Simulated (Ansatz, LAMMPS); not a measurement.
# Glassy 52SiO2-22K2O-22Na2O-4BeO (mol %) (80 atoms) in motion

Aim: follow glassy 52SiO2-22K2O-22Na2O-4BeO (mol %) (80 atoms) for a short time with forces from DFT, then look at structure and electrons in the last frame.

Calculated with Ansatz 0.2.0; Kohn-Sham DFT, PBE, PAW (set soft_2), plane waves.

### Step 1. Starting point

The cell holds 80 atoms: 14 Si, 12 K, 12 Na, 1 Be and 41 O. Cell: a = 10.569 Å, b = 10.569 Å, c = 10.569 Å, α = 90.0°, β = 90.0°, γ = 90.0°. 80 atoms (14 Si, 12 K, 12 Na, 1 Be, 41 O) placed at random at 2.53 g/cm³, melted at 4000 K for 10 ps at fixed volume with the Morse and Coulomb pair potential with partial charges (Pedone, Malavasi, Menziani, Cormack and Segre, J. Phys. Chem. B 110, 11780 (2006)). Quenched from 4000 K to 300 K at 200 K/ps and fixed volume, held 10 ps at zero pressure.

Limits known from the start: The quench rate of 200 K/ps far exceeds what a furnace or splat quench reaches, so expect more defects and frozen-in strain than in a real sample. The network of bonds at the start is that of the classical potential that made the cell. The Brillouin zone is sampled at Γ only, in a cell whose shortest periodic width is 11 Å.

### Step 2. Dynamics started at 300 K

A Nosé–Hoover thermostat steers the temperature while disturbing the dynamics little. The time step is 1.0 fs.

The input, input.yaml:

```yaml
crystal:
  lattice:
    - [10.56897, 0.0, 0.0]
    - [0.0, 10.56897, 0.0]
    - [0.0, 0.0, 10.56897]
  atoms:
    - { symbol: Si, position: [0.96545, 0.21464, 0.73911] }
    - { symbol: Si, position: [0.86635, 0.35099, 0.99107] }
    - { symbol: Si, position: [0.82059, 0.21406, 0.48231] }
    - { symbol: Si, position: [0.11564, 0.6665, 0.46681] }
    [... 70 atom lines left out ...]
    - { symbol: O, position: [0.00638, 0.07215, 0.75476] }
    - { symbol: O, position: [0.35902, 0.3854, 0.31755] }
    - { symbol: O, position: [0.8176, 0.70216, 0.8656] }
    - { symbol: O, position: [0.53312, 0.81465, 0.18067] }
    - { symbol: O, position: [0.95462, 0.22347, 0.40088] }
    - { symbol: O, position: [0.07839, 0.96187, 0.14916] }
kpoints:
  mp_grid: { grid: [1, 1, 1] }
hamiltonian:
  xc: pbe
scf:
  occupations: { method: fixed }
output:
  forces: true
md:
  timestep: 1.0
  n_steps: 246
  ensemble: nvt_nose_hoover
  temperature: 300
  initial_velocities: maxwell_boltzmann
  seed: 8515
```

Command:

```
$ ansatz run input.yaml --threads 4 --pin off --max-ram 8192MiB --backend cpu --events-out ev --progress --plain --runs-dir out
```

Wall time 16 min (4 threads of AMD EPYC 7R43, shared host); peak memory 1.5 GiB; 60 min of CPU time.

The program notes that it switched symmetry off.

The trajectory, sampled:

| time (fs) | T (K) | potential (meV/atom) | conserved (meV/atom) |
| --- | --- | --- | --- |
| 0.0 | 300 | 0.0 | 0.00 |
| 16.0 | 488 | -24.6 | -0.08 |
| 33.0 | 483 | -26.7 | -0.06 |
| 49.0 | 583 | -45.1 | -0.11 |
| 66.0 | 497 | -40.2 | -0.10 |
| 82.0 | 455 | -39.0 | -0.10 |
| 98.0 | 434 | -39.7 | -0.12 |
| 115.0 | 470 | -48.1 | -0.13 |
| 131.0 | 444 | -49.1 | -0.14 |
| 148.0 | 436 | -52.6 | -0.14 |
| 164.0 | 385 | -50.2 | -0.14 |
| 180.0 | 420 | -58.3 | -0.16 |
| 197.0 | 320 | -49.2 | -0.15 |
| 213.0 | 345 | -54.8 | -0.17 |
| 230.0 | 323 | -54.4 | -0.18 |
| 246.0 | 348 | -59.6 | -0.17 |

Mean square displacement from the first frame to the last: Si 0.073 Å², K 0.55 Å², Na 0.23 Å², Be 0.0046 Å², O 0.18 Å².

The mean square displacement by time lag:

| time lag (fs) | Be (Å²) | K (Å²) | Na (Å²) | O (Å²) | Si (Å²) |
| --- | --- | --- | --- | --- | --- |
| 1.0 | 6.9e-5 | 2.7e-5 | 5.1e-5 | 6.2e-5 | 4.4e-5 |
| 11.0 | 0.00728 | 0.00333 | 0.00614 | 0.00666 | 0.00453 |
| 16.0 | 0.0130 | 0.00704 | 0.0128 | 0.0125 | 0.00811 |
| 26.0 | 0.0218 | 0.0183 | 0.0324 | 0.0247 | 0.0137 |
| 36.0 | 0.0263 | 0.0343 | 0.0578 | 0.0372 | 0.0168 |
| 46.0 | 0.0316 | 0.0542 | 0.0859 | 0.0503 | 0.0199 |
| 51.0 | 0.0348 | 0.0653 | 0.100 | 0.0564 | 0.0216 |
| 62.0 | 0.0398 | 0.0919 | 0.130 | 0.0676 | 0.0257 |
| 72.0 | 0.0417 | 0.118 | 0.153 | 0.0778 | 0.0311 |
| 77.0 | 0.0434 | 0.131 | 0.162 | 0.0834 | 0.0343 |
| 87.0 | 0.0497 | 0.158 | 0.178 | 0.0940 | 0.0397 |
| 97.0 | 0.0569 | 0.186 | 0.189 | 0.102 | 0.0431 |
| 107.0 | 0.0595 | 0.214 | 0.197 | 0.110 | 0.0467 |
| 112.0 | 0.0598 | 0.228 | 0.199 | 0.115 | 0.0489 |
| 123.0 | 0.0639 | 0.260 | 0.203 | 0.126 | 0.0537 |

Over the second half of 246 fs the temperature averages 374 K, falling from about 438 to 319 K (means over the first and last quarter of that half). The conserved energy stays within 0.18 meV/atom. From first frame to last K has the largest mean square displacement, 0.55 Å² at the end; the farthest move is 1.86 Å. The mean temperature of 374 K lies well off the 300 K of the input, so the thermostat hasn't yet brought the run to equilibrium. The count of bonds goes from 199 in the first frame to 191 in the last, by one set of cutoffs: 23 pairs passed out of them and 15 came within. The run spans 0.25 ps, too short for its means to be equilibrium values.

### Step 3. Distances and neighbours late in the run

The g(r) is a mean over the second half; what follows it is taken at the last frame.

Density 2.54 g/cm³, 14.76 Å³ an atom.

Mean of 14 frames. Pair distribution functions g(r), in bins of 0.2 Å:

| r (Å) | total | O-O | O-Si | O-K | O-Na | O-Be | Si-Si |
| --- | --- | --- | --- | --- | --- | --- | --- |
| 1.40 | 0.04 | 0.00 | 0.00 | 0.00 | 0.00 | 3.38 | 0.00 |
| 1.60 | 2.75 | 0.00 | 14.57 | 0.00 | 0.00 | 10.77 | 0.00 |
| 1.80 | 0.42 | 0.00 | 2.33 | 0.00 | 0.00 | 0.28 | 0.00 |
| 2.00 | 0.04 | 0.00 | 0.00 | 0.00 | 0.26 | 0.00 | 0.00 |
| 2.20 | 0.48 | 0.00 | 0.00 | 0.00 | 3.13 | 0.00 | 0.00 |
| 2.40 | 0.65 | 0.17 | 0.00 | 0.58 | 3.29 | 0.00 | 0.00 |
| 2.60 | 1.76 | 3.76 | 0.00 | 3.33 | 1.31 | 0.12 | 0.00 |
| 2.80 | 1.44 | 2.81 | 0.00 | 2.50 | 0.74 | 1.23 | 0.00 |
| 3.00 | 0.78 | 0.28 | 0.02 | 1.38 | 0.59 | 1.03 | 1.73 |
| 3.20 | 1.03 | 0.51 | 0.13 | 1.15 | 0.91 | 0.33 | 4.74 |
| 3.40 | 0.86 | 0.52 | 0.36 | 0.63 | 0.63 | 0.00 | 0.68 |
| 3.60 | 0.94 | 0.77 | 0.74 | 0.84 | 0.58 | 1.37 | 0.00 |
| 3.80 | 0.98 | 0.76 | 1.18 | 0.76 | 0.66 | 1.88 | 0.00 |
| 4.00 | 1.09 | 0.79 | 1.77 | 0.92 | 0.92 | 2.75 | 0.00 |
| 4.20 | 0.96 | 0.85 | 1.77 | 0.77 | 0.97 | 1.36 | 0.02 |
| 4.40 | 0.94 | 1.00 | 1.07 | 0.85 | 1.16 | 0.25 | 0.63 |
| 4.60 | 1.03 | 1.04 | 0.89 | 1.18 | 1.45 | 0.54 | 1.16 |
| 4.80 | 1.04 | 1.01 | 0.98 | 1.35 | 1.38 | 1.10 | 1.42 |
| 5.00 | 1.02 | 1.33 | 0.94 | 1.14 | 0.96 | 1.31 | 0.82 |
| 5.20 | 0.97 | 1.23 | 0.81 | 1.12 | 1.06 | 0.27 | 0.93 |

Bonds by pair of elements; cutoffs follow the first minimum of g(r), held within bounds set by covalent radii, and pairs that aren't listed don't count as bonded:

| pair A-B | cutoff (Å) | bonds | mean length (Å) | spread (Å) | shortest (Å) | B about A | A about B |
| --- | --- | --- | --- | --- | --- | --- | --- |
| O-Si | 2.16 | 56 | 1.65 | 0.049 | 1.56 | 1.37 | 4 |
| O-K | 3.48 | 79 | 2.86 | 0.269 | 2.41 | 1.93 | 6.58 |
| O-Na | 2.98 | 53 | 2.42 | 0.217 | 2.05 | 1.29 | 4.42 |
| O-Be | 2.08 | 3 | 1.52 | 0.062 | 1.47 | 0.073 | 3 |

How many atoms have how many bonded neighbours:

| element | mean | 3 | 4 | 5 | 6 | 7 | 8 |
| --- | --- | --- | --- | --- | --- | --- | --- |
| Be | 3 | 1 | 0 | 0 | 0 | 0 | 0 |
| K | 6.58 | 0 | 0 | 2 | 3 | 5 | 2 |
| Na | 4.42 | 2 | 3 | 7 | 0 | 0 | 0 |
| O | 4.66 | 4 | 16 | 11 | 10 | 0 | 0 |
| Si | 4 | 0 | 14 | 0 | 0 | 0 | 0 |

Bond angles, per cent of each kind in bins of 5°:

| angle (°) | O-K-O | K-O-Si | K-O-Na | O-Na-O | O-Si-O |
| --- | --- | --- | --- | --- | --- |
| 45–50 | 3.1 | 0.0 | 0.0 | 0.0 | 0.0 |
| 50–55 | 6.2 | 0.0 | 0.0 | 0.0 | 0.0 |
| 55–60 | 6.2 | 0.0 | 2.1 | 1.1 | 0.0 |
| 60–65 | 2.6 | 0.0 | 8.4 | 2.1 | 0.0 |
| 65–70 | 0.4 | 1.0 | 8.4 | 6.4 | 0.0 |
| 70–75 | 2.6 | 1.0 | 10.5 | 6.4 | 0.0 |
| 75–80 | 6.2 | 4.9 | 10.5 | 5.3 | 0.0 |
| 80–85 | 5.3 | 4.9 | 9.5 | 8.5 | 0.0 |
| 85–90 | 5.3 | 8.7 | 6.3 | 7.4 | 0.0 |
| 90–95 | 11.5 | 16.5 | 8.4 | 5.3 | 1.2 |
| 95–100 | 8.4 | 14.6 | 1.1 | 6.4 | 4.8 |
| 100–105 | 4.0 | 10.7 | 5.3 | 6.4 | 13.1 |
| 105–110 | 4.9 | 3.9 | 5.3 | 2.1 | 36.9 |
| 110–115 | 3.5 | 4.9 | 2.1 | 6.4 | 28.6 |
| 115–120 | 2.2 | 9.7 | 2.1 | 7.4 | 11.9 |
| 120–125 | 3.1 | 5.8 | 3.2 | 5.3 | 3.6 |
| 125–130 | 3.1 | 1.0 | 1.1 | 6.4 | 0.0 |
| 130–135 | 3.5 | 1.0 | 5.3 | 2.1 | 0.0 |
| 135–140 | 2.6 | 1.9 | 1.1 | 1.1 | 0.0 |
| 140–145 | 3.1 | 2.9 | 0.0 | 2.1 | 0.0 |
| 145–150 | 2.2 | 2.9 | 5.3 | 4.3 | 0.0 |
| 150–155 | 4.0 | 1.0 | 1.1 | 2.1 | 0.0 |
| 155–160 | 1.8 | 1.9 | 0.0 | 1.1 | 0.0 |
| 160–165 | 1.8 | 1.0 | 1.1 | 2.1 | 0.0 |
| 165–170 | 0.9 | 0.0 | 2.1 | 1.1 | 0.0 |
| 170–175 | 0.9 | 0.0 | 0.0 | 1.1 | 0.0 |
| 175–180 | 0.4 | 0.0 | 0.0 | 0.0 | 0.0 |

Bond angles (no mean is given where the spread exceeds 20°):

| angle | count | mean (°) | spread (°) |
| --- | --- | --- | --- |
| O-K-O | 226 | - | - |
| K-O-Si | 103 | - | - |
| K-O-Na | 95 | - | - |
| O-Na-O | 94 | - | - |
| O-Si-O | 84 | 109 | 5.5 |

Oxygen atoms by the number of network formers (Si, P, Ge, B, Al, As, Ga) bound to them:

| network formers bound to O | O atoms | per cent |
| --- | --- | --- |
| 0 | 0 | 0 |
| 1 | 26 | 63.4 |
| 2 | 15 | 36.6 |

Network units: each former by its oxygen neighbours and how many of them bridge to another former:

| former | O neighbours | bridging O | atoms |
| --- | --- | --- | --- |
| Si | 4 | 1 | 4 |
| Si | 4 | 2 | 5 |
| Si | 4 | 3 | 4 |
| Si | 4 | 4 | 1 |

Bond length by coordination (bonds to H left out):

| element | coordination | atoms | mean bond length (Å) |
| --- | --- | --- | --- |
| K | 5 | 2 | 2.67 |
| K | 6 | 3 | 2.81 |
| K | 7 | 5 | 2.90 |
| K | 8 | 2 | 2.97 |
| Na | 3 | 2 | 2.30 |
| Na | 4 | 3 | 2.4 |
| Na | 5 | 7 | 2.45 |
| O | 3 | 4 | 2.07 |
| O | 4 | 16 | 2.25 |
| O | 5 | 11 | 2.40 |
| O | 6 | 10 | 2.51 |

Rings of the network by King's shortest-path rule, up to 12 atoms, one path for each pair of neighbours; H, halogens, alkali and alkaline-earth atoms are left out, and the last column divides by all other atoms, bonded or not:

| ring size (atoms) | rings | per network atom |
| --- | --- | --- |
| 10 | 1 | 0.018 |

With the cutoffs above, all Be atoms have 3, 42 % of K atoms have 7, 58 % of Na atoms have 5 and 39 % of O atoms have 4 bonded neighbours. Counting bonds to Si alone, not to Be, 37 % of the oxygens join two of these atoms and 63 % one. The commonest Si unit has 4 oxygens, 2 of them shared with other formers (5 of 14 atoms). All rings counted have 10 atoms.

### Step 4. Single point at the last frame

The last frame is solved again with fuller output, to read the electronic structure of a thermally displaced geometry.

The input, input.yaml:

```yaml
crystal:
  lattice:
    - [10.56897, 0.0, 0.0]
    - [0.0, 10.56897, 0.0]
    - [0.0, 0.0, 10.56897]
  atoms:
    - { symbol: Si, position: [0.96893, 0.2072, 0.73504] }
    - { symbol: Si, position: [0.87164, 0.34161, 0.9944] }
    - { symbol: Si, position: [0.82355, 0.20756, 0.4791] }
    - { symbol: Si, position: [0.0986, 0.66914, 0.47697] }
    [... 70 atom lines left out ...]
    - { symbol: O, position: [0.01179, 0.06102, 0.74676] }
    - { symbol: O, position: [0.31614, 0.42663, 0.26443] }
    - { symbol: O, position: [0.86048, 0.65234, 0.80497] }
    - { symbol: O, position: [0.52075, 0.85294, 0.21796] }
    - { symbol: O, position: [0.96149, 0.21912, 0.40853] }
    - { symbol: O, position: [0.0559, 0.96908, 0.15063] }
kpoints:
  mp_grid: { grid: [1, 1, 1] }
hamiltonian:
  xc: pbe
scf:
  occupations: { method: fixed }
output:
  forces: true
  stress: true
  populations: true
  dos:
    method: { smearing: { sigma: 0.15 } }
    de: 0.1
    projected: { site_lists: { Be: [Be], K: [K], Na: [Na], O: [O], Si: [Si] } }
  eigenvalues: true
  write_density: true
  write_potential: true
  volumetric_format: npy
```

It took 13 s on 4 threads; peak memory 1.5 GiB; 47 s of CPU time.

Read from the output:

```yaml
free_energy: -68627.8465 eV
free_energy_per_atom: -857.8481 eV/atom
scf_cycles: 9
pressure: 2.308 GPa
r_m_s_force_component: 0.7199 eV/Å
longest_force: 3.278 eV/Å
fermi_energy: 4.397 eV
spacing_of_highest_filled_and_lowest_empty_level: 2.96 eV
spilling_of_the_projection: 0.009368
```

Neighbours are counted within 2.16 Å (O-Si), 3.48 Å (O-K), 2.98 Å (O-Na), 2.08 Å (O-Be), the cutoffs taken from the dynamics.

Length of the force by element and coordination:

| element | coordination | atoms | mean length of the force (eV/Å) | spread | least | most |
| --- | --- | --- | --- | --- | --- | --- |
| Be | all | 1 | 1.33 | 0 | 1.33 | 1.33 |
| K | all | 12 | 0.421 | 0.153 | 0.115 | 0.646 |
| K | 5 | 2 | 0.434 | 0.144 | 0.290 | 0.578 |
| K | 6 | 3 | 0.47 | 0.0938 | 0.346 | 0.573 |
| K | 7 | 5 | 0.443 | 0.147 | 0.232 | 0.646 |
| K | 8 | 2 | 0.283 | 0.168 | 0.115 | 0.450 |
| Na | all | 12 | 0.480 | 0.151 | 0.207 | 0.706 |
| Na | 3 | 2 | 0.604 | 0.0563 | 0.547 | 0.66 |
| Na | 4 | 3 | 0.539 | 0.102 | 0.397 | 0.632 |
| Na | 5 | 7 | 0.419 | 0.155 | 0.207 | 0.706 |
| O | all | 41 | 1.05 | 0.606 | 0.208 | 3.02 |
| O | 3 | 4 | 1.67 | 0.907 | 0.766 | 3.02 |
| O | 4 | 16 | 0.794 | 0.345 | 0.208 | 1.59 |
| O | 5 | 11 | 1.22 | 0.492 | 0.580 | 2.23 |
| O | 6 | 10 | 1.01 | 0.653 | 0.243 | 2.40 |
| Si | all | 14 | 1.88 | 0.734 | 0.637 | 3.28 |

Löwdin charges by element and coordination (they lack the spilled electrons, 0.061 e an atom on average):

| element | coordination | atoms | mean charge (e) | spread | least | most |
| --- | --- | --- | --- | --- | --- | --- |
| Be | all | 1 | 1.62 | 0 | 1.62 | 1.62 |
| K | all | 12 | 0.863 | 0.0086 | 0.848 | 0.878 |
| K | 5 | 2 | 0.856 | 0.0035 | 0.853 | 0.860 |
| K | 6 | 3 | 0.856 | 0.0076 | 0.848 | 0.866 |
| K | 7 | 5 | 0.865 | 0.0027 | 0.862 | 0.869 |
| K | 8 | 2 | 0.876 | 0.0018 | 0.874 | 0.878 |
| Na | all | 12 | 0.785 | 0.009 | 0.772 | 0.798 |
| Na | 3 | 2 | 0.790 | 0.0082 | 0.782 | 0.798 |
| Na | 4 | 3 | 0.786 | 0.0082 | 0.775 | 0.794 |
| Na | 5 | 7 | 0.783 | 0.0089 | 0.772 | 0.796 |
| O | all | 41 | -0.941 | 0.0858 | -1.08 | -0.799 |
| O | 3 | 4 | -0.815 | 0.0123 | -0.829 | -0.799 |
| O | 4 | 16 | -0.914 | 0.0933 | -1.08 | -0.806 |
| O | 5 | 11 | -0.971 | 0.0583 | -1.03 | -0.848 |
| O | 6 | 10 | -1.00 | 0.0156 | -1.03 | -0.980 |
| Si | all | 14 | 1.58 | 0.0616 | 1.48 | 1.71 |

Density of states as counts of states in windows of 1 eV (from the Fermi level), total and the larger projections:

| from (eV) | to (eV) | total | O p | Si p |
| --- | --- | --- | --- | --- |
| -10 | -9 | 4.4 | 2.9 | 0.3 |
| -9 | -8 | 7.8 | 5.3 | 0.7 |
| -8 | -7 | 8.2 | 5.9 | 1.1 |
| -7 | -6 | 10.0 | 7.5 | 1.4 |
| -6 | -5 | 10.6 | 8.1 | 1.3 |
| -5 | -4 | 32.7 | 25.9 | 3.1 |
| -4 | -3 | 39.2 | 33.5 | 2.4 |
| -3 | -2 | 44.2 | 39.7 | 1.6 |
| -2 | -1 | 59.7 | 55.8 | 1.3 |
| -1 | 0 | 28.0 | 26.9 | 0.2 |
| 0 | 1 | 1.3 | 1.3 | 0.0 |
| 1 | 2 | 0.0 | 0.0 | 0.0 |
| 2 | 3 | 1.0 | 0.0 | 0.0 |
| 3 | 4 | 1.0 | 0.0 | 0.0 |
| 4 | 5 | 8.2 | 0.9 | 0.4 |

With fixed occupations the program's Fermi level is the highest filled level; weight inside the gap is the broadening of levels at its edges.

Between -26 and -10 eV lie 226 more states.

The stored curve holds about 472 of the 520 electrons; the rest, give or take the few that broadening carries across the Fermi level, lie in deeper levels below its range.

The levels nearest the highest filled one (over half full), pooled over k-points and spins:

| level less the highest filled one (eV) | occupation |
| --- | --- |
| -0.663 | 2 |
| -0.481 | 2 |
| -0.415 | 2 |
| -0.354 | 2 |
| -0.319 | 2 |
| 0 | 2 |
| 2.96 | 0 |
| 4.50 | 0 |
| 4.56 | 0 |
| 4.71 | 0 |
| 4.89 | 0 |
| 5.01 | 0 |

Mean Löwdin charges: Be +1.62, K +0.86, Na +0.78, O -0.94, Si +1.58 e (they miss 0.94 % of the electrons, so they add up to more than the cell's charge).

### Step 5. Outcome

| Quantity | Value |
| --- | --- |
| mean temperature, second half | 373.9 K |
| temperature swing, second half | 54.68 K |
| slope of the conserved energy against time, by least squares | -0.3223 meV/atom/ps |
| free energy per atom | -857.8481 eV/atom |
| pressure | 2.308 GPa |
| r.m.s. force component | 0.7199 eV/Å |
| gap (highest filled to lowest empty level) | 2.96 eV |
| wall time of the 2 DFT runs | 16 min |

In words: Over the second half of 246 fs the temperature averages 374 K, falling from about 438 to 319 K (means over the first and last quarter of that half). The conserved energy stays within 0.18 meV/atom. The mean temperature of 374 K lies well off the 300 K of the input, so the thermostat hasn't yet brought the run to equilibrium. The count of bonds goes from 199 in the first frame to 191 in the last, by one set of cutoffs: 23 pairs passed out of them and 15 came within. The run spans 0.25 ps, too short for its means to be equilibrium values. With the cutoffs above, all Be atoms have 3, 42 % of K atoms have 7, 58 % of Na atoms have 5 and 39 % of O atoms have 4 bonded neighbours. Counting bonds to Si alone, not to Be, 37 % of the oxygens join two of these atoms and 63 % one.

The highest filled and lowest empty levels differ by 2.96 eV (at Γ alone); a semilocal functional tends to put such gaps too low. In a disordered cell it changes from sample to sample, and tail or defect levels can set it.

What to keep in mind: The starting topology of bonds comes from the classical model; in DFT 23 of its 199 bonded pairs passed out of the cutoffs and 15 came within them. The pressure of 2.3 GPa is that of one thermal frame at a volume set beforehand, without the kinetic term.

[Logs are printed without paths, hosts, clocks, repeated set-up lines and the standing remarks that a program may print on its own settings, such as how far it seeks lower states.]

[Hosts, paths, dates, database ids (printed as entryN), source tags and the programs' standing remarks are cut or masked in the printed files.]
